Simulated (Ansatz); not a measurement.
## Debugging a many-body input for SrWO4 (I4_1/a)

Aim: the G0W0 gap of SrWO4 (I4_1/a). The first input has a fault.

Calculated with Ansatz 0.2.0; G0W0 on LDA, plane waves, PAW.

## Step 1: Set-up

It takes space group I4_1/a (No. 88, tetragonal). The conventional cell has a = 5.440 Å, b = 5.440 Å, c = 11.940 Å, α = 90.00°, β = 90.00°, γ = 90.00°. Sr has 8 O at 2.58 to 2.62 Å nearest. Nearest to W lie 4 O at 1.80 Å. Nearest to O lie 1 W at 1.80 Å and 2 Sr at 2.58 to 2.62 Å. Farther neighbours, and contacts between anions beyond the nearest, are not listed.

The cell and positions are those that the Materials Project relaxed with its own functionals (PBE, PBE+U or r2SCAN), kept fixed. The default PAW set here is soft_2. Its files were made with PBE.

## Step 2: First try

input.yaml reads:

```yaml
crystal:
  lattice:
    - [-2.7201121709, 2.7201121709, 5.9699255756]
    - [2.7201121709, -2.7201121709, 5.9699255756]
    - [2.7201121709, 2.7201121709, -5.9699255756]
  atoms:
    - { symbol: Sr, position: [0.75, 0.25, 0.5] }
    - { symbol: Sr, position: [0.0, 0.0, 0.0] }
    - { symbol: W, position: [0.25, 0.75, 0.5] }
    - { symbol: W, position: [0.5, 0.5, 0.0] }
    - { symbol: O, position: [0.44084291, 0.81857378, 0.09339807] }
    - { symbol: O, position: [0.56857378, 0.97517571, 0.87773087] }
    - { symbol: O, position: [0.09744484, 0.69084291, 0.12226913] }
    - { symbol: O, position: [0.72517571, 0.34744484, 0.90660193] }
    - { symbol: O, position: [0.02482429, 0.90255516, 0.59339807] }
    - { symbol: O, position: [0.65255516, 0.55915709, 0.37773087] }
    - { symbol: O, position: [0.18142622, 0.27482429, 0.62226913] }
    - { symbol: O, position: [0.30915709, 0.43142622, 0.40660193] }
kpoints:
  mp_grid: { grid: [4, 4, 4] }
hamiltonian:
  xc: lda
scf:
  occupations: { method: fixed }
gw:
  n_empty_bands: 287
  ecut_chi: 10
  qp_bands: [v4, c4]
  qp_kpoints: band_edges
  screening: { model: contour_deformation }
```

Launch:

```bash
$ ansatz run input.yaml --threads 3 --pin off --max-ram 92160MiB --backend cuda --events-out ev --progress --plain --runs-dir out --devices 1 --max-vram 13GiB
```

What it wrote:

```text
GPUs: using 1 of 1 available (devices: 1).
Engine: ansatz 0.2.0, x86_64-unknown-linux-gnu
Pseudopotentials: kind: paw
Pseudopotential: Sr, paw, valence charge 10, recommended cutoff 420 eV (normal), Sr.paw.azcp
Pseudopotential: W, paw, valence charge 14, recommended cutoff 420 eV (normal), W.paw.azcp
Pseudopotential: O, paw, valence charge 6, recommended cutoff 420 eV (normal), O.paw.azcp
Functional definition: SPW92
  exchange = slater_x
  correlation = pw_c
device memory: the entry about to start is reckoned to put 4.2 GiB on a device that reports 45.8 GiB free (of which the cap on the GPU budget leaves the run 13.0 GiB)
GPU FFT provider: cuFFT
GPU libraries: cuBLAS 13.8.2, cuFFT 12.4.0, cuSOLVER 12.3.4
Crystal: 12 atoms, lattice volume = 176.686 Å³
Basis set: ecut = 420 eV, 3435 PW (Γ)
Bands: 60, of which v1, the nominal top of the filled ones, is band 48 counted from 1 (47 counted from 0)
Symmetry: 8 space group operations
Space group: I41/a (ITA 88), of the structure as read, at distance tolerance 5.6e-5 Å
k-points: 14 of 64
Non-local potential: Sr, projectors of the file, l = 0: 3, l = 1: 2, l = 2: 2
Non-local potential: W, projectors of the file, l = 0: 3, l = 1: 2, l = 2: 2, l = 3: 1
Non-local potential: O, projectors of the file, l = 0: 2, l = 1: 2, l = 2: 1
PAW form: soft (Blöchl's): semilocal exchange-correlation on the pseudo side does not see the compensation charge
PAW frozen core: Sr, regenerated for the run's functional, and the local potential with it (the file was generated under x = pbe(κ = 0.804, μ = 0.219515), c = pbe(β = 0.066725))
PAW frozen core: W, regenerated for the run's functional, and the local potential with it (the file was generated under x = pbe(κ = 0.804, μ = 0.219515), c = pbe(β = 0.066725))
PAW frozen core: O, regenerated for the run's functional, and the local potential with it (the file was generated under x = pbe(κ = 0.804, μ = 0.219515), c = pbe(β = 0.066725))
PAW one-centre angular grid: Sr, 110 points (default); XC on 64 Gauss nodes
PAW one-centre angular grid: W, 590 points (default); XC on 64 Gauss nodes
PAW one-centre angular grid: O, 110 points (default); XC on 64 Gauss nodes
Initial density: superposition of atomic densities (neutral atoms: chi_scale 0, normalization atom), corrected by the library's trained network
Initial wavefunctions: pseudopotential atomic-orbital guess
GPU buffer pool allocated for 110592 grid points (all kernels)
GPU transforms: local potential and band sums: pruned to the plane-wave sphere, on 48×48×48
Functional: x = slater, c = lda
SCF iter   1: F=—  HF=-31602.612229 eV  |F-HF|=—  |Δ(HF+E_count)|=         —  Δρ=1.77e-2  dr2=5.36e-1  ethr=1.77e-3  ⟨swp⟩=5.1  Hψ=3290  notcnv=0  defer=128
preconditioner: auto → Resta (q_TF=auto, 2.465 Å⁻¹)  ε∞=4.6  [insulator: Δε(μ)=4.120 eV  Ē_g=12.833 eV  n_scr=36 (ndim 8)  ℏωp=24.4 eV  f_vac=0.051  ε∞_Penn≈4.6]
SCF iter   2: F=—  HF=-31602.512484 eV  |F-HF|=—  |Δ(HF+E_count)|=   9.97e-2  Δρ=7.43e-3  dr2=9.36e-2  ethr=5.58e-4  ⟨swp⟩=2.1  Hψ=1401  notcnv=0  defer=123
SCF iter   3: F=—  HF=-31602.494425 eV  |F-HF|=—  |Δ(HF+E_count)|=   1.81e-2  Δρ=2.39e-3  dr2=9.07e-3  ethr=9.75e-5  ⟨swp⟩=2.1  Hψ=1122  notcnv=0  defer=140
SCF iter   4: F=—  HF=-31602.491923 eV  |F-HF|=—  |Δ(HF+E_count)|=   2.50e-3  Δρ=4.03e-4  dr2=3.04e-4  ethr=9.45e-6  ⟨swp⟩=3.0  Hψ=1120  notcnv=0  defer=140
SCF iter   5: F=—  HF=-31602.491919 eV  |F-HF|=—  |Δ(HF+E_count)|=   4.61e-6  Δρ=7.94e-5  dr2=1.53e-5  ethr=3.17e-7  ⟨swp⟩=2.1  Hψ=1034  notcnv=0  defer=140
SCF iter   6: F=—  HF=-31602.491921 eV  |F-HF|=—  |Δ(HF+E_count)|=   2.50e-6  Δρ=2.35e-5  dr2=1.13e-6  ethr=1.60e-8  ⟨swp⟩=2.5  Hψ=1374  notcnv=0  defer=116
SCF iter   7: F=-31602.491921 eV  HF=-31602.491921 eV  |F-HF|=7.30e-9  |Δ(HF+E_count)|=   8.92e-8  Δρ=4.82e-6  dr2=5.22e-8  ethr=1.04e-10  ⟨swp⟩=13.1  Hψ=4034  notcnv=0
SCF 1 converged in 7 iterations: F = -31602.491921 eV  dr2 = 5.22e-8
[...]
device memory: the entry about to start is reckoned to put 5.3 GiB (of the 5.4 GiB reckoned in all, the device holds 0.1 GiB already) on a device that reports 48.7 GiB free (of which the cap on the GPU budget leaves the run 12.9 GiB)
NSCF: frozen V_eff on 14 k-points
[...]
device memory: the entry about to start is reckoned to put 4.6 GiB on a device that reports 48.2 GiB free (of which the cap on the GPU budget leaves the run 13.0 GiB)
NSCF: frozen V_eff on 14 k-points
G₀W₀ screening: q 1/14
[... further progress lines ...]
device memory: the entry about to start is reckoned to put 1.3 GiB on a device that reports 34.9 GiB free (of which the cap on the GPU budget leaves the run 13.0 GiB)
NSCF: frozen V_eff on 1 k-points
device memory: the entry about to start is reckoned to put 1.2 GiB on a device that reports 34.8 GiB free (of which the cap on the GPU budget leaves the run 13.0 GiB)
NSCF: frozen V_eff on 1 k-points
SCF converged after 7 iterations
Free energy (F): -31602.491921 eV
Harris-Foulkes:  -31602.491921 eV  (|F-HF|=7.30e-9)
Internal energy: -31602.491921 eV  (E = F + TS)
E sigma→0 (E₀):  -31602.491921 eV
Fermi energy:    6.167227 eV
--- Per-component energies (eV) ---
  E_band       = -797.058169
  E_kinetic    = 2770.744106
  E_local      = -6775.917119  (includes V_loc(G=0)·N_el)
  E_nonlocal   = 822.100726
  E_hartree    = 2281.418010
  E_xc         = -1446.636570
  E_vxc        = -1538.498149  (∫ρ·V_xc dr)
  E_paw        = -22988.220614  (= ΣΔE_a)
  E_vpaw       = -638.345415  (= ΣTr[D̂ρ^β])
  E_aug_tail   = 0.019861  (compensation charges beyond the density's cutoff)
  E_ewald      = -6267.930270
  E_core_change = 1.929949  (= ΣΔE_core)
  E_smearing   = -0.000000  (= −TS)
  E_closure    = 0.000000  (closes the sum)
  Σ components = -31602.491921   (vs F -31602.491921, Δ=0.00e0)
--- Band table (eV; the first three rows and the last of 14) ---
  k-point 0: bands = [... 44 lower, 5.4406, 5.8559, 6.1672, 6.1672, 10.5025, 10.8718, 11.1029, 11.1868, ... 8 higher]
  k-point 1: bands = [... 44 lower, 5.7306, 5.7515, 5.7754, 6.0366, 10.6754, 10.9713, 11.0047, 11.2848, ... 8 higher]
  k-point 2: bands = [... 44 lower, 5.7384, 5.7384, 5.7937, 5.7937, 10.7190, 10.7190, 11.1987, 11.1987, ... 8 higher]
  k-point 13: bands = [... 44 lower, 5.8252, 5.8252, 6.0866, 6.0866, 10.6081, 10.6081, 10.8963, 10.8963, ... 8 higher]
--- G₀W₀: contour deformation, 6 samples at zero and on the imaginary axis and 0 off it, 64 q-points, 287 empty bands' worth ---
  eigenvalues of the whole cell's RPA ε∞ on this k-mesh (on a slab, of 1 + 4πα/V) = 3.8690, 3.8690, 4.1028; static W/v taken at q = 0 is 0.254168
  bands read: the sum over 335 bands ends inside a degenerate multiplet in 3 slots, whose members it reads at an even weight; the widest, k=2: bands 335 to 336 (counted from 1) at 1/2 each
  gw.qp_kpoints: band_edges: 14 of 14 stored k-points solved, in 1 pass; an edge of the gap read off the rows below is read off those points alone
    ik  band        ε_KS         Σx   Σc(E_QP)       V_xc       Z   E_QP_lin       E_QP  E_QP is
     0    45      5.4406   -25.1477     3.7251   -20.2208  0.8271     4.2208     4.2388  root
     0    46      5.8559   -25.3955     3.6188   -20.4698  0.8298     4.5289     4.5491  root
     0    47      6.1672   -25.7519     3.6296   -20.8418  0.8314     4.8679     4.8867  root
     0    48      6.1672   -25.7519     3.6296   -20.8418  0.8314     4.8679     4.8867  root
     0    49     10.5025   -14.9513    -3.5859   -20.8230  0.8426    12.8471    12.7884  root
     0    50     10.8718   -15.3188    -3.5528   -21.1376  0.8419    13.1966    13.1378  root
     0    51     11.1029   -15.3338    -3.6199   -21.0448  0.8374    13.2469    13.1940  root
     0    52     11.1868   -16.1885    -3.5382   -21.9705  0.8388    13.4911    13.4306  root
     1    45      5.7306   -25.2498     3.6595   -20.2856  0.8286     4.4052     4.4259  root
     1    46      5.7515   -25.5000     3.6679   -20.5696  0.8296     4.4700     4.4890  root
     1    47      5.7754   -25.2992     3.6739   -20.3136  0.8287     4.4429     4.4638  root
     1    48      6.0366   -25.5767     3.6461   -20.6397  0.8302     4.7262     4.7457  root
     1    49     10.6754   -15.3402    -3.5562   -21.1306  0.8410    12.9668    12.9096  root
     1    50     10.9713   -16.0314    -3.5538   -21.7834  0.8381    13.2276    13.1695  root
[...]
13    48      6.0866   -25.6787     3.6464   -20.7629  0.8310     4.7985     4.8172  root
    13    49     10.6081   -14.5090    -3.5673   -20.2813  0.8433    12.8668    12.8132  root
    13    50     10.6081   -14.5090    -3.5673   -20.2813  0.8433    12.8668    12.8132  root
    13    51     10.8963   -15.5232    -3.5330   -21.3128  0.8416    13.2110    13.1529  root
    13    52     10.8963   -15.5232    -3.5330   -21.3128  0.8416    13.2110    13.1529  root
```

Wall time 49 s (1 × NVIDIA H100 80GB HBM3 (shared by 6 runs) with 3 threads of AMD EPYC 7R13 (Zen 3), shared host); peak memory 1.4 GiB; 71 s of CPU time.

**Diagnosis.**

The run ended normally, though the input holds a fault or crude settings.

The fault: screening cutoff of 10 eV. Nearly all local fields and short-range correlation are left out.

It printed a gap of 7.90 eV, which is an artefact of the settings.

## Step 3: A better input

Now the one-shot GW correction: screening in the RPA, then the self-energy of the levels asked for.

input.yaml, as its differences from that of step 2:

```diff
@@ -25,4 +25,4 @@
 gw:
-  n_empty_bands: 287
-  ecut_chi: 10
+  n_empty_bands: 450
+  ecut_chi: 108
   qp_bands: [v4, c4]
```

What it wrote:

```text
GPUs: using 1 of 1 available (devices: 1).
[...]
GPU FFT provider: cuFFT
GPU libraries: cuBLAS 13.8.2, cuFFT 12.4.0, cuSOLVER 12.3.4
Crystal: 12 atoms, lattice volume = 176.686 Å³
Basis set: ecut = 420 eV, 3435 PW (Γ)
Bands: 60, of which v1, the nominal top of the filled ones, is band 48 counted from 1 (47 counted from 0)
[... 1 set-up line as in the run before ...]
[...]
k-points: 14 of 64
[...]
GPU buffer pool allocated for 110592 grid points (all kernels)
[...]
SCF iter   1: F=—  HF=-31602.612229 eV  |F-HF|=—  |Δ(HF+E_count)|=         —  Δρ=1.77e-2  dr2=5.36e-1  ethr=1.77e-3  ⟨swp⟩=5.1  Hψ=3290  notcnv=0  defer=128
[...]
SCF iter   7: F=-31602.491921 eV  HF=-31602.491921 eV  |F-HF|=7.30e-9  |Δ(HF+E_count)|=   8.92e-8  Δρ=4.82e-6  dr2=5.22e-8  ethr=1.04e-10  ⟨swp⟩=13.1  Hψ=4034  notcnv=0
SCF 1 converged in 7 iterations: F = -31602.491921 eV  dr2 = 5.22e-8
[...]
0    45      5.4406   -25.1477     4.2882   -20.2208  0.7536     4.7962     4.8020  root
     0    46      5.8559   -25.3955     4.3334   -20.4698  0.7531     5.2590     5.2637  root
     0    47      6.1672   -25.7519     4.3420   -20.8418  0.7532     5.5950     5.5991  root
     0    48      6.1672   -25.7519     4.3420   -20.8418  0.7532     5.5950     5.5991  root
     0    49     10.5025   -14.9513    -4.2003   -20.8230  0.8011    12.2031    12.1738  root
     0    50     10.8718   -15.3188    -4.1320   -21.1376  0.7995    12.5887    12.5585  root
     0    51     11.1029   -15.3338    -4.0168   -21.0448  0.7912    12.8297    12.7971  root
     0    52     11.1868   -16.1885    -4.0252   -21.9705  0.7919    12.9783    12.9437  root
[...]
13    49     10.6081   -14.5090    -4.1283   -20.2813  0.8030    12.2798    12.2520  root
    13    50     10.6081   -14.5090    -4.1283   -20.2813  0.8030    12.2798    12.2520  root
    13    51     10.8963   -15.5232    -4.0816   -21.3128  0.7980    12.6353    12.6043  root
    13    52     10.8963   -15.5232    -4.0816   -21.3128  0.7980    12.6353    12.6043  root
[key lines of the parts left out:]
SCF converged after 7 iterations
Free energy (F): -31602.491921 eV
Fermi energy:    6.167227 eV
```

Run time: 71 s. Hardware: 1 × NVIDIA H100 80GB HBM3 (shared by 6 runs) with 3 threads; peak memory 1.8 GiB.

Read from the output:

| Item | Value |
| --- | --- |
| bands summed | 498 |
| RPA ε∞ on this mesh (eigenvalues) | 3.461, 3.461, 3.520 |
| plane waves in the screening matrix | 439 |
| q-points in the mesh | 64 |
| G0W0 gap on the mesh | 6.575 eV |
| k of the valence top | 0, 0, 0 |
| k of the conduction bottom | 0, 0, 0 |
| starting gap on the mesh | 4.335 eV |
| Z at the valence top | 0.7532 |
| Z at the conduction bottom | 0.8011 |
| least direct G0W0 gap on the computed points | 6.575 eV |

The gap on the mesh goes from 4.34 eV to 6.57 eV, a correction of +2.24 eV. Between the two edge states, bare exchange in place of the xc potential would open the gap by 10.78 eV, and correlation takes back 8.54 eV.

## Step 4: What came out

| Item | Value |
| --- | --- |
| first try | converged after 49 s |
| better run | G0W0 gap on the mesh 6.57 eV (4×4×4 mesh, 450 empty bands, screening to 108 eV) |

In words: The second run differs in: empty bands and screening cutoff (eV). Bands and cutoff are finite, so the gap stands short of the basis limit, usually by up to a few tenths of an eV; the mesh is an error of its own. The many-body steps are scalar-relativistic: spin-orbit coupling is not in them.

[Long decimals in the printed logs are rounded to 6 places.]

[Logs are printed without paths, hosts, clocks, repeated set-up lines and the standing remarks that a program may print on its own settings, such as how far it seeks lower states.]

[Paths, hosts, dates, memory and timing lines, banners, echoed tables and standing remarks are left out of the program output; an Ansatz launch command may be rebuilt from the run's recorded settings. Measured values are a selection of at most five: reports struck by readers or far from the other reports are left out. None is set beside runs whose start may be inverted or whose files or cutoffs have a known fault.]

[Runs of the session that timed out or met a known fault of the program may be left out.]

[Cells called generated may have been cut or substituted from an entry of the Crystallography Open Database or the Materials Project.]

[Hosts, paths, dates, database ids (printed as entryN), source tags and the programs' standing remarks are cut or masked in the printed files.]

[Where the starting crystal was built by hand or by swapping elements, it need not be the compound's stable phase.]
